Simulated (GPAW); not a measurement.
# Surface energy and work function of Ba(100) from slabs of 4 to 14 layers (RPBE)

How do energy and work function of Ba(100) films settle with thickness, and what surface energy follows?

**Method.** GPAW 26.7.0, plane waves at 450 eV with PAW setups; symmetric 1×1 slabs cut at the tabulated lattice constant (two decimals; low-temperature values for the alkali metals), atoms at bulk places, 7.5 Å of vacuum on each side, one in-plane mesh for all thicknesses, Fermi-Dirac smearing of 0.1 eV. Energies are extrapolated to zero smearing and count from the program's reference atoms. Functional RPBE. The cell's area is 25.200 Å².

The runs, one held back:

```tsv
layers	energy (eV)	work function (eV)
4	−5.6901	2.25
5	−7.3287	2.26
6	−8.9737	2.25
7	−10.6064	2.26
8	−12.2427	2.26
9	−13.8806	2.26
10	−15.5165	2.26
11	−17.1537	2.26
12	−18.7914	2.26
14	?	?
```

**Question.** What surface energy do these runs give, and what energy and work function should the 14-layer slab have?

**Working.** A slab of n layers has E(n) = nε + 2Aγ once its middle is bulk-like. A line through n = 6 to 12 has the slope ε = −1.6365 eV a layer and the intercept 2Aγ = 0.8476 eV (r.m.s. residual 1.3 meV). So γ = 0.8476 / (2 × 25.200 Å²) = 0.0168 eV/Å² = 0.27 J/m², with a standard error of under 0.01 J/m² from the scatter about the line. For 14 layers: 0.8476 + 14 × (−1.6365) = −22.063 eV; the run gives −22.065 eV, 1.5 meV under the line. The work function has no such law: from 6 to 12 layers it moves between 2.25 and 2.26 eV (mean 2.26), and the 14-layer slab gives 2.26 eV. The thinnest slab, 4 layers, lies −0.01 eV from that mean.

**Limits.** The surfaces are unrelaxed, so γ is an upper bound for this functional and lattice constant. The tabulated lattice constant isn't the functional's own, which strains the slab a little. Spin-orbit coupling is left out.

[Logs are printed without paths, hosts, clocks, repeated set-up lines and the standing remarks that a program may print on its own settings, such as how far it seeks lower states.]
